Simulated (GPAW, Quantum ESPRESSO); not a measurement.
# S K-edge XANES of YS (Fm-3m), part 4 of 4

Do two independent programs agree on the S K edge of YS (Fm-3m)? The same cell and functional are run with XSpectra and with GPAW.

Quantum ESPRESSO 7.5 and GPAW 26.7.0; core-hole supercells, plane-wave PAW LDA.

So far. Step 10 (Ground state of the crystal (GPAW)): The mesh shows no gap, so the system is treated as a metal and the core electron is put at the Fermi level (neutral cell). Step 11 (Spectrum without a core hole, S atom 2 (GPAW)): Main maxima below 24 eV (height): 3.5 eV (1.57), 7.3 eV (2.13), 12.1 eV (0.86) and 17.1 eV (0.89). 

## (13) Spectrum with XCH, S atom 2 (GPAW)

Level of this step: X-ray absorption from dipole matrix elements to empty bands, plane-wave PAW LDA (GPAW).

The holes are 5.5 Å apart. The excited electron is kept in the cell, where it fills the lowest empty states and screens the hole. After the field has converged, empty bands are computed with the density fixed and the dipole matrix elements are summed.

Contents of xas.py:

```python
import numpy as np
from ase import Atoms
from ase.parallel import parprint, paropen
from gpaw import GPAW, PW, FermiDirac, Mixer, MixerDif, setup_paths
from gpaw.test import gen
setup_paths.insert(0, '.')
gen('S', name='fch1s', xcname='LDA', corehole=(1, 0, 1), write_xml=True)
from gpaw.mpi import world
world.barrier()

atoms = Atoms('Y4S4',
    cell=[[0, 0, 5.4873],
     [5.4873, 0, 0],
     [0, 5.4873, 0]],
    scaled_positions=[[0.5, 0.5, 0.5],
     [0.5, 0, 0],
     [0, 0, 0.5],
     [0, 0.5, 0],
     [0, 0, 0],
     [0, 0.5, 0.5],
     [0.5, 0.5, 0],
     [0.5, 0, 0.5]],
    pbc=True)
atoms.calc = calc = GPAW(legacy_gpaw=True, mode=PW(500), xc='LDA', setups={4: 'fch1s'},
    kpts={'size': (5, 5, 5), 'gamma': True}, occupations=FermiDirac(0.1),
    charge=-1, mixer=Mixer(0.1, 5, 50), maxiter=150,
    convergence={'density': 0.0001}, txt='scf.txt')
energy = atoms.get_potential_energy() + calc.get_reference_energy()
ef = calc.get_fermi_level()
out = dict(energy=energy, fermi=ef, forces=atoms.get_forces().tolist())
parprint(f'all-electron energy {energy:.4f} eV, Fermi level {ef:.4f} eV')
ev = np.array([[calc.get_eigenvalues(k, s) for k in range(len(calc.get_ibz_k_points()))] for s in range(calc.get_number_of_spins())])
out['homo'], out['lumo'], out['counts'] = ev[ev < ef].max(), ev[ev > ef].min(), sorted(set((ev < ef).sum((0, 2)).tolist()))
out['filled'] = (ev[:, 0] < ef).sum(1).tolist()

from ase.units import Ha
from gpaw.xas import dipole_matrix_elements
nb = int(calc.get_number_of_electrons() / 2) + 121
top, nb = nb, nb + 8 + nb // 12
nscf = calc.fixed_density(kpts={'size': (6, 6, 6), 'gamma': True}, nbands=nb,
    convergence={'bands': top, 'eigenstates': 1e-5}, maxiter=60, txt='nscf.txt')
cell = atoms.cell.array
ops = [cell.T @ U.T @ np.linalg.inv(cell.T) for U in nscf.wfs.kd.symmetry.op_scc]
E = np.arange(-6, 34, 0.1)
fwhm = np.interp(E, [4, 25], [0.9, 3.5])
Y, X, zero, highest = 0, 0, 1e9, 1e9
for spin in range(nscf.get_number_of_spins()):
    wfs = nscf.wfs
    A = dipole_matrix_elements(wfs.setups[4])
    eps = np.zeros((wfs.kd.nibzkpts, nb))
    d = np.zeros((3, A.shape[1], wfs.kd.nibzkpts, nb), complex)
    for kpt in wfs.kpt_u:
        if kpt.s == spin and 4 in kpt.P_ani:
            eps[kpt.k] = kpt.eps_n * Ha
            d[:, :, kpt.k] = (kpt.weight * wfs.nspins / 2) ** 0.5 * np.inner(A, kpt.P_ani[4])
    world.sum(eps)
    world.sum(d)
    T = np.einsum('amkn,bmkn->abkn', d, d.conj()).real
    T = sum(np.einsum('ai,ijkn,bj->abkn', R, T, R) for R in ops) / len(ops)
    empty = eps > ef
    zero, highest = min(zero, eps[empty].min()), min(highest, eps[:, top - 1].min())
    lines = [(eps, T, empty)] if spin == 0 else lines + [(eps, T, empty)]
for eps, T, empty in lines:
    f = np.einsum('aakn->akn', T).reshape(3, -1)
    x = eps.ravel() - zero
    w = np.interp(x, E, fwhm) / 2.35482
    g = np.exp(-0.5 * ((E[:, None] - x) / w) ** 2) / (w * (2 * np.pi) ** 0.5)
    Y = Y + (f * empty.ravel()) @ g.T
    X = X + (f * ~empty.ravel()) @ g.T
out.update(E=E.round(2).tolist(), xas=Y.tolist(), xes=X.tolist(), zero=zero, valid=highest - zero, nk=len(eps), nb=nb)
for i in range(0, len(E), 10):
    parprint(f'{E[i]:7.2f}', *(f'{v:10.3e}' for v in Y[:, i]))
import json
with paropen('out.json', 'w') as f:
    json.dump(out, f)
```

On the command line:

```bash
OMP_NUM_THREADS=1 mpirun -n 4 gpaw python xas.py
```

Numbers of over 12 decimals in the logs are rounded to 6 here.

Log:

```text
Input parameters:
  charge: -1
  convergence: {density: 0.0001}
  kpts: {gamma: True,
         size: (5, 5, 5)}
  maxiter: 150
  mixer: {backend: pulay,
          beta: 0.1,
          method: separate,
          nmaxold: 5,
          weight: 50}
  mode: {ecut: 500.0,
         name: pw}
  occupations: {fixmagmom: False,
                name: fermi-dirac,
                width: 0.1}
  setups: {4: fch1s}

Initialize ...

[... PAW data sets ...]

Reference energy: -408764.851600  # eV

Spin-paired calculation

[... convergence settings ...]
Symmetries present (total): 48
  [... symmetry matrices ...]

125 k-points: 5 x 5 x 5 Monkhorst-Pack grid
10 k-points in the irreducible part of the Brillouin zone
       k-points in crystal coordinates                weights
   0:     0.00000000    0.00000000    0.00000000          1/125
   1:     0.20000000    0.00000000    0.00000000          6/125
   2:     0.20000000    0.20000000    0.00000000         12/125
   3:     0.20000000    0.20000000    0.20000000          8/125
   4:     0.40000000    0.00000000    0.00000000          6/125
   5:     0.40000000    0.20000000    0.00000000         24/125
   6:     0.40000000    0.20000000    0.20000000         24/125
   7:     0.40000000    0.40000000    0.00000000         12/125
   8:     0.40000000    0.40000000    0.20000000         24/125
   9:     0.40000000    0.40000000    0.40000000          8/125

Wave functions: Plane wave expansion
  Cutoff energy: 500.000 eV
  Number of coefficients (min, max): 4169, 4212
  Pulay-stress correction: 0.000000 eV/Ang^3 (de/decut=0.000000)
  Using FFTW library
  Wavefunction extrapolation:
    Improved wavefunction reuse through dual PAW basis

Occupation numbers: Fermi-Dirac:
  width: 0.1000  # eV

Eigensolver
   Davidson(niter=2)

Densities:
  Coarse grid: 30*30*30 grid
  Fine grid: 60*60*60 grid
  Total Charge: 0.000000

Density mixing:
  Method: separate
  Backend: pulay
  Linear mixing parameter: 0.1
  old densities: 5
  Width of damping distribution: 1.1
  Damping of long wavelength oscillations: 50

[... Hamiltonian set-up ...]
Number of atoms: 8
Number of atomic orbitals: 68
Number of bands in calculation: 46
Number of valence electrons: 69
Bands to converge: occupied

... initialized

Initializing position-dependent things.

Density initialized from atomic densities
Creating initial wave functions:
  46 bands from LCAO basis set

         S      Y
       Y      S

         Y      S
       S      Y

Atomic positions and initial magnetic moments

Positions:
   0 Y      2.743650    2.743650    2.743650    ( 0.0000,  0.0000,  0.0000)
   1 Y      0.000000    0.000000    2.743650    ( 0.0000,  0.0000,  0.0000)
   2 Y      0.000000    2.743650    0.000000    ( 0.0000,  0.0000,  0.0000)
   3 Y      2.743650    0.000000    0.000000    ( 0.0000,  0.0000,  0.0000)
   4 S      0.000000    0.000000    0.000000    ( 0.0000,  0.0000,  0.0000)
   5 S      2.743650    2.743650    0.000000    ( 0.0000,  0.0000,  0.0000)
   6 S      2.743650    0.000000    2.743650    ( 0.0000,  0.0000,  0.0000)
   7 S      0.000000    2.743650    2.743650    ( 0.0000,  0.0000,  0.0000)

Unit cell:
           periodic     x           y           z      points  spacing
  1. axis:    yes    0.000000    0.000000    5.487300    30     0.1829
  2. axis:    yes    5.487300    0.000000    0.000000    30     0.1829
  3. axis:    yes    0.000000    5.487300    0.000000    30     0.1829

  Lengths:   5.487300   5.487300   5.487300
  Angles:   90.000000  90.000000  90.000000

Effective grid spacing dv^(1/3) = 0.1829

iter:   1   -69.342050
iter:   2   -68.473070   -1.00  -1.29
iter:   3   -67.320075   -0.82  -1.36
iter:   4   -67.304659   -2.11  -1.59
iter:   5   -67.400530   -1.30  -1.63
iter:   6   -67.357192   -2.11  -2.02
iter:   7   -67.325520   -1.48  -2.19
iter:   8   -67.271606   -2.90  -2.19
iter:   9   -67.271009   -3.18  -2.69
iter:  10   -67.270147c  -3.92  -3.03
iter:  11   -67.270056c  -4.85  -3.55
iter:  12   -67.270050c  -5.13  -3.57
iter:  13   -67.269992c  -5.63  -3.70
iter:  14   -67.269993c  -6.48  -4.03c
iter:  15   -67.270001c  -6.58  -4.11c
iter:  16   -67.269996c  -6.82  -4.50c
iter:  17   -67.269991c  -7.07  -4.69c
iter:  18   -67.269996c  -7.58c -4.80c

Converged after 18 iterations.

Dipole moment: (-0.000000, -0.000000, -0.000000) |e|*Ang

Energy contributions relative to reference atoms: (reference = -408764.851600)

Kinetic:        +38.958972
Potential:      -37.291837
External:        +0.000000
XC:             -67.796438
Entropy (-ST):   -0.184711
Local:           -1.048337
SIC:             +0.000000
--------------------------
Free energy:    -67.362351
Extrapolated:   -67.269996

Showing only first 2 kpts
 Kpt  Band  Eigenvalues  Occupancy
  0    32      7.19640    2.00000
  0    33      7.19640    2.00000
  0    34      7.19640    2.00000
  0    35      9.35646    1.93942

  1    32      7.34134    2.00000
  1    33      7.90430    2.00000
  1    34      7.90430    2.00000
[...]
Fermi level: 9.70308

No gap
No difference between direct/indirect transitions

Forces in eV/Ang:
  0 Y    -0.00000    0.00000    0.00000
  1 Y     0.00000    0.00000   -0.00000
  2 Y     0.00000    0.00000    0.00000
  3 Y     0.00000    0.00000    0.00000
  4 S    -0.00000    0.00000    0.00000
  5 S     0.00000    0.00000    0.00000
  6 S     0.00000    0.00000    0.00000
  7 S     0.00000    0.00000    0.00000
Scalar-relativistic atomic LDA calculation for S (Sulfur, Z=16)
Core hole in 1s state (1s occupation: 1.0)
450 radial gridpoints.
|------------------------------------------------|
|------------------------------------------------|
[... the atom generator's iteration count ...]

Energy contributions:
-------------------------
Kinetic:     +307.027779
XC:           -20.036781
Potential:   -593.463960
-------------------------
Total:       -306.472962

state      eigenvalue         ekin         rmax
-----------------------------------------------
1s^1.0 :   -94.587655   125.271961        0.063
2s^2.0 :    -9.346963    20.537295        0.374
2p^6.0 :    -7.528664    20.376522        0.303
3s^2.0 :    -1.141348     3.532854        1.290
3p^4.0 :    -0.722112     2.839097        1.384
-----------------------------------------------
(units: Bohr and Hartree)

Generating PAW setup
Kinetic energy of the core from tauc = 289.375410
Cutoffs:
rc(s)=1.840
rc(p)=1.850
rc(d)=1.700
rc(vbar)=1.720
rc(comp)=1.430
rc(nct)=1.850

Kinetic energy of the core states: 288.605682
Charge: 1.0
Core electrons: 9.0
Valence electrons: 6.0
Pseudo-core charge: 0.024693
Shape function alpha=4.890
Pseudo-electron charge 6.344591
state    eigenvalue         norm
--------------------------------
3s(2) :    -1.141348     1.235204
*s    :    -0.141348
3p(4) :    -0.722112     0.962372
*p    :     0.277888
*d    :     0.000000
--------------------------------

Diagonalizing with gridspacing h=0.050

state   all-electron     PAW
-------------------------------
3s:      -1.141348    -1.142157
3p:      -0.722112    -0.722797
*d:                   -0.153507
*f:                   -0.016109
-------------------------------
all-electron energy -408832.1216 eV, Fermi level 9.7031 eV
[...]
31.00  1.889e-06  1.889e-06  1.889e-06
  32.00  2.014e-06  2.014e-06  2.014e-06
  33.00  2.015e-06  2.015e-06  2.015e-06
```

Elapsed: 84 s, on 4 MPI ranks of Arm Neoverse V2, shared host; peak memory 0.36 GiB.

The S K spectrum, S atom 2, excited-electron core hole (neutral cell) (energy from the lowest empty level; intensity scaled to a mean of 1 over the first 20 eV):

```tsv
E (eV)	intensity
-2.00	0.00
-1.25	0.00
-0.50	0.05
0.25	0.47
1.00	0.78
1.75	1.75
2.50	1.61
3.25	1.94
4.00	0.85
4.75	1.68
5.50	1.34
6.25	1.36
7.00	1.43
7.75	1.17
8.50	1.08
9.25	0.69
10.00	0.52
10.75	0.68
11.50	0.81
12.25	0.81
13.00	0.80
13.75	0.74
14.50	0.68
15.25	0.73
16.00	0.82
16.75	0.86
17.50	0.82
18.25	0.77
19.00	0.77
19.75	0.83
20.50	0.89
21.25	0.92
22.00	0.91
22.75	0.92
23.50	0.99
24.25	1.13
25.00	1.28
25.75	1.39
26.50	1.39
27.25	1.27
28.00	1.08
28.75	0.88
29.50	0.74
30.25	0.69
31.00	0.71
```

Main maxima below 24 eV (height): 2.0 eV (1.85), 3.2 eV (1.97), 4.9 eV (1.75), 6.7 eV (1.52), 11.7 eV (0.82) and 16.7 eV (0.86). 

The total-energy difference is 2475.02 eV. With the free-atom term of -16.82 eV for this edge, the photon energy is 2458.20 eV.

## (14) The two programs side by side

The line shapes differ (Lorentzian half width 0.4 eV up to 4 eV, rising linearly to 1.75 eV at 25 eV (not a setting of the program: the run's 0.4 eV curve was folded afterwards with a further Lorentzian above 4 eV), against Gaussian full width 0.9 eV up to 4 eV, rising linearly to 3.5 eV at 25 eV), so both get a further Gaussian of 1.5 eV full width before they are compared; the Lorentzian tails remain.

```tsv
E (eV)	XSpectra	GPAW
-2.00	0.09	0.00
-1.25	0.14	0.03
-0.50	0.28	0.16
0.25	0.56	0.47
1.00	0.94	0.95
1.75	1.33	1.46
2.50	1.54	1.68
3.25	1.52	1.58
4.00	1.39	1.35
4.75	1.40	1.40
5.50	1.37	1.41
6.25	1.32	1.37
7.00	1.27	1.34
7.75	1.15	1.20
8.50	1.01	1.00
9.25	0.84	0.76
10.00	0.74	0.62
10.75	0.75	0.68
11.50	0.80	0.77
12.25	0.81	0.80
13.00	0.81	0.78
13.75	0.78	0.74
14.50	0.77	0.71
15.25	0.78	0.74
16.00	0.82	0.81
16.75	0.83	0.84
17.50	0.83	0.82
18.25	0.81	0.79
19.00	0.82	0.79
19.75	0.85	0.83
20.50	0.89	0.88
21.25	0.91	0.91
22.00	0.91	0.92
22.75	0.93	0.94
23.50	0.96	1.01
24.25	1.02	1.13
25.00	1.08	1.27
25.75	1.10	1.35
26.50	1.09	1.35
27.25	1.03	1.25
28.00	0.94	1.08
28.75	0.84	0.90
29.50	0.78	0.77
30.25	0.75	0.71
31.00	0.75	0.71
```

```tsv
	XSpectra	GPAW
k mesh of the spectrum	6×6×6	6×6×6
cutoff (eV)	599	500
highest intensity below 16 eV after the common broadening, eV (height)	2.8 (1.55)	2.6 (1.69)
zero, corrected photon energy (eV)	2458.7	2458.2
core time, hole field and spectrum	6 min	5.6 min
```

## (15) What the core hole does

XSpectra's curves. Both curves are counted from their own zero, so only the shift of weight within the empty states shows.

```tsv
E (eV)	no hole	XCH
-2.0	0.05	0.07
-1.0	0.09	0.12
0.0	0.31	0.40
1.0	0.58	0.81
2.0	0.89	1.60
3.0	1.34	1.68
4.0	1.23	1.00
5.0	0.92	1.58
6.0	1.33	1.18
7.0	2.03	1.41
8.0	1.65	1.21
9.0	1.32	0.88
10.0	0.80	0.52
11.0	0.67	0.81
12.0	1.09	0.78
13.0	0.68	0.90
14.0	0.85	0.75
15.0	0.59	0.63
16.0	0.97	0.88
17.0	0.91	0.98
18.0	0.89	0.80
19.0	0.76	0.74
20.0	0.58	0.91
21.0	0.88	1.11
22.0	0.96	1.04
23.0	0.78	0.74
24.0	0.80	1.04
25.0	1.22	1.49
26.0	1.43	1.44
27.0	1.44	1.57
28.0	1.69	0.98
29.0	1.07	0.69
30.0	0.72	0.56
31.0	0.84	0.74
32.0	0.64	0.94
```

With each curve scaled to its own mean, the area from −2 to 6 eV with the hole is 7.9 against 6.1, and the centre of weight from −1 to 20 eV moves by -0.5 eV: the hole pulls the absorber's empty states down.

## (16) Outcome

```json
{
 "absorber and edge": "S K, atom 2 of the ground-state input (counted from 1)",
 "surroundings": "6 Y at 2.74 Å (octahedral, site symmetry m-3m)",
 "highest intensity below 16 eV (XSpectra, narrow line)": "3.2 eV above the zero, height 1.77",
 "photon energy of the zero, with the added terms": "2458.7 eV (raw 2475.5 eV; LDA puts this hole about 9 eV below PBE, itself good to a few eV)"
}
```

The two programs agree closely: 7 % r.m.s. remains over the first 14 eV after a relative shift of 0.0 eV, and their photon-energy zeros differ by 0.5 eV. In XSpectra the S K edge of atom 2, with 6 Y at 2.74 Å (octahedral, site symmetry m-3m), has its highest intensity of the first 16 eV at 3.2 eV above the zero, near 2462 eV in photon energy (LDA puts this hole about 9 eV below PBE, itself good to a few eV), 1.8 times the mean level of the first 20 eV (Lorentzian half width 0.4 eV). In XSpectra: With each curve scaled to its own mean, the area from −2 to 6 eV with the hole is 7.9 against 6.1, and the centre of weight from −1 to 20 eV moves by -0.5 eV: the hole pulls the absorber's empty states down. In GPAW: With each curve scaled to its own mean, the area from −2 to 6 eV with the hole is 8.0 against 6.0, and the centre of weight from −1 to 20 eV moves by -0.5 eV: the hole pulls the absorber's empty states down. 3 further runs of this session are left out of this account as redundant. The primitive cell holds an odd number of electrons, so a spin-paired run has to come out metallic; that is right for a metal, but some such compounds are magnetic or distorted insulators. The holes are only 5.5 Å apart, so the shape is probably not converged with cell size; no larger cell was run here. Lifetime broadening is put in by hand, and intensities beyond about 20 eV depend on it and on the partial waves; weight that the partial waves miss at high energy is lost. The structure is a published determination, not relaxed.

[Banner, clock and machine lines of the logs are left out without a mark of their own.]

[Logs are printed without paths, hosts, clocks, repeated set-up lines and the standing remarks that a program may print on its own settings, such as how far it seeks lower states.]

[Hosts, paths, dates, database ids (printed as entryN), source tags and the programs' standing remarks are cut or masked in the printed files.]

[Lists of maxima count a maximum above −3 eV only where it reaches 4 % of the highest in the window and stands out from its surroundings by 2 % of it (1.5 % where it reaches 55 %); shoulders and weaker maxima are passed over, and of the rest the first, up to two pre-edge ones and the few strongest are named.]
